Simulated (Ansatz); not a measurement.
**TmZn (Pm-3m): from the cell to its phonons**

Wanted: phonon frequencies of TmZn (Pm-3m) and what follows from them.

Method: DFT PBEsol, scalar-relativistic, plane waves, PAW, in Ansatz 0.2.0.

Most raw output is cut from this account.

In doubt: a part-filled 4f shell, where there is one, can sit in one of many states (steps 2, 3, 4, 6, 7, 8), so energies may not be the lowest and differences between runs may mislead; derivatives with an open 4f shell can jump between states (steps 2, 3, 4, 6, 7, 8), which bears on forces and vibrations; warnings of the run leave room for a lower electronic state (steps 3, 6, 7), so energies may not be the lowest and differences between runs may mislead.

### Step 1. The starting structure

It takes space group Pm-3m (No. 221, cubic). Conventional cell: a = 3.514 Å, b = 3.514 Å, c = 3.514 Å, α = 90.00°, β = 90.00°, γ = 90.00°. Nearest to Tm lie 8 Zn at 3.04 Å. Nearest to Zn lie 8 Tm at 3.04 Å. Farther neighbours are not listed.

### Step 2. A magnetic order at the starting cell, 2 atoms

Phonons depend on the magnetic state, so simple orders are compared first, at the starting cell. This run starts ferromagnetic.

Contents of input.yaml:

```yaml
crystal:
  lattice:
    - [3.514, 0.0, 0.0]
    - [0.0, 3.514, 0.0]
    - [0.0, 0.0, 3.514]
  atoms:
    - { symbol: Tm, position: [0.0, 0.0, 0.0], spin: 2.0 }
    - { symbol: Zn, position: [0.5, 0.5, 0.5] }
kpoints:
  mp_grid: { grid: [8, 8, 8] }
hamiltonian:
  xc: pbesol
scf:
  occupations: { method: gaussian, width: 0.05 }
  max_iter: 100
output:
  forces: true
  stress: true
  eigenvalues: true
  populations: true
magnetization:
  spin_polarized: true
```

On the command line:

```
> ansatz run input.yaml --threads 8 --pin off --max-ram 14336MiB --backend cpu --events-out ev --progress --plain --runs-dir out
```

Elapsed: 3.3 s, on 8 threads of Arm Neoverse V2, shared host; peak memory 0.41 GiB.

Numbers from this step:

- magnetization: 1.280 μB
- absolute magnetization: 1.351 μB
- site moments: 1.312, -0.01357 μB
- pressure: -0.4176 GPa
- volume per atom: 21.70 Å³
- gap on the k-mesh: 0 eV

The cell carries a net spin moment of 1.28 μB and an absolute one of 1.35 μB.

### Step 3. A magnetic order at the starting cell, 4 atoms

Phonons depend on the magnetic state, so simple orders are compared first, at the starting cell. This run starts antiferromagnetic, q = (0.5, 0.5, 0.5).

System of this step: TmZn (Pm-3m). The structure is cubic, space group Pm-3m (No. 221). Conventional cell: a = 3.514 Å, b = 3.514 Å, c = 3.514 Å, α = 90.00°, β = 90.00°, γ = 90.00°. Nearest to Tm lie 8 Zn at 3.04 Å. Nearest to Zn lie 8 Tm at 3.04 Å. Farther neighbours are not listed.

input.yaml, the sections that differ from step 2:

```yaml
crystal:
  lattice:
    - [3.514, 3.514, 0.0]
    - [3.514, 0.0, 3.514]
    - [3.514, 0.0, -3.514]
  atoms:
    - { symbol: Tm, position: [0.0, 0.0, 0.0], spin: 2.0 }
    - { symbol: Tm, position: [0.0, 0.5, 0.5], spin: -2.0 }
    - { symbol: Zn, position: [0.5, 0.25, 0.75] }
    - { symbol: Zn, position: [0.5, 0.75, 0.25] }
# kpoints, hamiltonian, scf, output, magnetization: as in step 2
```

Run time: 11 s. Hardware: 8 threads; peak memory 0.62 GiB; 75 s of CPU time.

The cell carries a net spin moment of 0.00 μB and an absolute one of 2.69 μB, so the moments cancel.

### Step 4. A magnetic order at the starting cell, 4 atoms (run 2)

Phonons depend on the magnetic state, so simple orders are compared first, at the starting cell. This run starts antiferromagnetic, q = (0, 0, 0.5).

input.yaml, the sections that differ from step 3:

```yaml
crystal:
  lattice:
    - [3.514, 0.0, 0.0]
    - [0.0, 3.514, 0.0]
    - [0.0, 0.0, 7.028]
  atoms:
    - { symbol: Tm, position: [0.0, 0.0, 0.0], spin: 2.0 }
    - { symbol: Tm, position: [0.0, 0.0, 0.5], spin: -2.0 }
    - { symbol: Zn, position: [0.5, 0.5, 0.25] }
    - { symbol: Zn, position: [0.5, 0.5, 0.75] }
kpoints:
  mp_grid: { grid: [8, 8, 4] }
# hamiltonian, scf, output, magnetization: as in step 3
```

Wall time 44 s (8 threads); peak memory 1.8 GiB.

The cell carries a net spin moment of 0.00 μB and an absolute one of 2.69 μB, so the moments cancel.

### Step 5. The orders compared

An antiferromagnetic start is carried into the relaxation if it ends more than 3 meV per atom below the ferromagnetic start.

Numbers from this step:

```yaml
start_carried_on: antiferromagnetic, q = (0.5, 0.5, 0.5)
```

Orders, by row:

```tsv
starting order	atoms	energy from the first start (meV/atom)	largest moment (μB)	gap on mesh (eV)	net moment of the cell (μB)	order kept
ferromagnetic	2	0	1.31	0	1.28	yes
antiferromagnetic, q = (0.5, 0.5, 0.5)	4	-5.7	1.33	0	0	yes
antiferromagnetic, q = (0, 0, 0.5)	4	-4.3	1.31	0	0	yes
```

The start carried on is the antiferromagnetic, q = (0.5, 0.5, 0.5) one.

### Step 6. Bringing the structure to rest

The cell and atoms are relaxed, since residual forces and stress would shift the frequencies.

input.yaml, the sections that differ from step 4:

```yaml
crystal:
  lattice:
    - [3.514, 3.514, 0.0]
    - [3.514, 0.0, 3.514]
    - [3.514, 0.0, -3.514]
  atoms:
    - { symbol: Tm, position: [0.0, 0.0, 0.0], spin: 1.47 }
    - { symbol: Tm, position: [0.0, 0.5, 0.5], spin: -1.47 }
    - { symbol: Zn, position: [0.5, 0.25, 0.75] }
    - { symbol: Zn, position: [0.5, 0.75, 0.25] }
kpoints:
  mp_grid: { grid: [12, 12, 12] }
scf:
  occupations: { method: gaussian, width: 0.1 }
relax:
  adjacent_minimum: "off"
  f_tol: 0.005
  max_steps: 80
  cell: { stress_tol: 0.05 }
# hamiltonian, output, magnetization: as in step 4
```

Run time: 18 s. Hardware: 8 threads; peak memory 0.82 GiB; 2.1 min of CPU time.

The steps of the relaxation:

```tsv
step	energy less that of the first step (eV)	largest force component (eV/Å)	pressure (GPa)	volume (Å³)
1	0.0000	0.0000	-0.36	86.78
2	-0.0009	0.0000	0.08	86.05
3	-0.0009	0.0000	0.00	86.18
4*	-0.0007	0.0000	0.00	86.18
```

Relaxation steps marked * repeat the geometry before them on a plane-wave basis chosen anew for their cell, so energy and pressure can jump there.

The run keeps the 48 symmetry operations that it works with, so distortions that break them were not tested.

```tsv
cell as run	before	after	change
a (Å)	4.970	4.958	-0.2 %
b (Å)	4.970	4.958	-0.2 %
c (Å)	4.970	4.958	-0.2 %
volume (Å³/atom)	21.70	21.55	-0.7 %
```

The relaxed structure:

```xyz
4
Lattice="3.5059 3.5059 0.0000 3.5059 0.0000 3.5059 3.5059 0.0000 -3.5059" Properties=species:S:1:pos:R:3 pbc="T T T"
Tm    0.0000    0.0000    0.0000
Tm    3.5059    0.0000    0.0000
Zn    5.2588    1.7529   -1.7529
Zn    5.2588    1.7529    1.7529
```

Numbers from this step:

* absolute magnetization: 2.692 μB
* site moments: 1.329, -1.329, -2.12e-17, 2.12e-17 μB
* pressure: -0.002023 GPa
* volume per atom: 21.55 Å³

In this step the volume went from 21.70 to 21.55 Å³/atom.

### Step 7. Relaxing to small forces for the phonons

Phonons need a cell at rest on their own settings, so the relaxation is repeated with tight tolerances on forces and stress, using the mesh and the filling of the phonon run that follows.

input.yaml, the sections that differ from step 6:

```yaml
crystal:
  lattice:
    - [3.5058851185, 3.5058851185, 0.0]
    - [3.5058851185, 0.0, 3.5058851185]
    - [3.5058851185, 0.0, -3.5058851185]
  atoms:
    - { symbol: Tm, position: [0.0, 0.0, 0.0], spin: 1.46 }
    - { symbol: Tm, position: [0.0, 0.5, 0.5], spin: -1.46 }
    - { symbol: Zn, position: [0.5, 0.25, 0.75] }
    - { symbol: Zn, position: [0.5, 0.75, 0.25] }
scf:
  occupations: { method: gaussian, width: 0.15 }
relax:
  adjacent_minimum: "off"
  f_tol: 0.001
  max_steps: 60
  cell: { stress_tol: 0.01 }
# kpoints, hamiltonian, output, magnetization: as in step 6
```

Run time: 17 s. Hardware: 8 threads; peak memory 0.82 GiB; 2 min of CPU time.

Little changed from the start: no atom moved by 0.005 Å and no cell edge by 0.1 %.

This step gave:

| Item | Value |
| --- | --- |
| site moments | 1.329, -1.329, 1.19e-16, -1.19e-16 μB |
| pressure | 3.69e-4 GPa |
| volume per atom | 21.57 Å³ |

The forces vanish by symmetry and the pressure is 0.000 GPa, within the tolerances set. The cell now holds 21.57 Å³/atom.

### Step 8. Zone-centre response

The zone centre comes first: it holds the modes that light can see, as far as symmetry allows. No field response is asked, since the mesh shows no gap.

input.yaml, the sections that differ from step 7:

```yaml
crystal:
  lattice:
    - [3.5073781032, 3.5073781032, 0.0]
    - [3.5073781032, 0.0, 3.5073781032]
    - [3.5073781032, 0.0, -3.5073781032]
  atoms:
    - { symbol: Tm, position: [0.0, 0.0, 0.0], spin: 1.46 }
    - { symbol: Tm, position: [0.0, 0.5, 0.5], spin: -1.46 }
    - { symbol: Zn, position: [0.5, 0.25, 0.75] }
    - { symbol: Zn, position: [0.5, 0.75, 0.25] }
output:
  eigenvalues: true
  populations: true
phonons:
  method: dfpt
# kpoints, hamiltonian, scf, magnetization: as in step 7
# relax: removed
```

Run time: 97 s. Hardware: 8 threads; peak memory 3.5 GiB.

This step gave:

| Item | Value |
| --- | --- |
| site moments | 1.329, -1.329, 3.08e-16, -3.08e-16 μB |
| sum-rule residual before enforcement | 2.50e-5 eV/Å² |
| highest optical mode at the zone centre (no LO-TO term) | 139.3 cm⁻¹ |
| lowest optical zone-centre mode | 100.7 cm⁻¹ |

Patterns of degenerate modes are one choice out of their space. Modes at Γ, with each element's share of the kinetic energy:

```tsv
mode	frequency (cm⁻¹)	Tm %	Zn %
1	0.0	72	28
2	0.0	72	28
3	0.0	72	28
4	100.7	0	100
5	100.7	0	100
6	100.7	0	100
7	104.2	100	0
8	104.2	100	0
9	104.2	100	0
10	139.3	28	72
11	139.3	28	72
12	139.3	28	72
```

Displacements in mode 4 (100.7 cm⁻¹), the largest set to 1:
```
Tm1  0.00  0.00  0.00
Tm2  0.00  0.00  0.00
Zn3  0.07  1.00  0.00
Zn4 -0.07 -1.00  0.00
```

Displacements in mode 9 (104.2 cm⁻¹), the largest set to 1:
```
Tm1  0.00 -0.39 -1.00
Tm2  0.00  0.39  1.00
Zn3  0.00  0.00  0.00
Zn4  0.00  0.00  0.00
```

Before it was imposed, the acoustic sum rule was missed by 2.5e-5 eV/Å². Small misses are needed for a sound result but don't prove that mesh and cutoff are converged. The lowest optical mode is real, 101 cm⁻¹.

### Step 9. The dispersion

Stability and thermal properties need the whole zone. Linear response on a 4×4×4 q mesh gives force constants as far as a supercell of that size would.

input.yaml: that of step 8 with these lines changed.

```diff
@@ -23 +23,8 @@
   method: dfpt
+  qmesh: [4, 4, 4]
+  temperatures: { t_max: 1000, t_step: 50 }
+  qpath:
+    path:
+      - [[0.0, 0.0, 0.0], [0.5, 0.0, 0.0], [1.0, 0.5, 0.5], [0.0, 0.0, 0.0], [1.0, 1.0, 0.0], [0.5, 0.0, 0.0]]
+      - [[1.0, 1.0, 0.0], [1.0, 0.5, 0.5]]
+    npoints: 10
```

Elapsed: 1.6 h, on 8 threads; peak memory 10 GiB.

The run was cut off at the time limit after its SCF cycle had converged; no result of it is taken.

The program's message: “Warning: rende”

### Step 10. Results

| Quantity | Value |
| --- | --- |
| space group after relaxation (within 0.01 Å) | Pm-3m |
| volume per atom | 21.6 Å³ |
| electronic character | no gap on this mesh |
| highest optical mode at the zone centre (no LO-TO term) | 139 cm⁻¹ |
| lowest optical zone-centre mode | 101 cm⁻¹ |
| imaginary modes at Γ (the only wavevector solved) | none |
| net magnetic moment of the cell as run | 0 μB |

What this shows: No mode at the zone centre of the cell as run is imaginary. The optical modes at Γ span 101 to 139 cm⁻¹. The dispersion run was stopped at a limit of time or memory. The highest mode in this list at Γ, 139.3 cm⁻¹, is mostly motion of Zn (72 % of the kinetic energy). The magnetic order is imposed (antiferromagnetic, q = (0.5, 0.5, 0.5), in the reciprocal basis of the primitive cell) and the runs use its cell of 4 atoms, a multiple of the chemical cell, so that Γ here also holds zone-boundary modes of the chemical cell; it can lower the symmetry of the database entry. The magnetic state is the one that the run reached from its starting moments; a lower one was not ruled out. With no gap, or one that is small against the smearing, the frequencies hang on the k mesh and the smearing, most of all near Kohn anomalies. The 4f shell is treated without a U, so valence and screening may be off. Spin-orbit coupling is left out, which can matter for the heavy elements here. These are harmonic frequencies at zero temperature: anharmonic shifts, linewidths and thermal expansion are left out.

[Logs are printed without paths, hosts, clocks, repeated set-up lines and the standing remarks that a program may print on its own settings, such as how far it seeks lower states.]

[Hosts, paths, dates, database ids (printed as entryN), source tags and the programs' standing remarks are cut or masked in the printed files.]
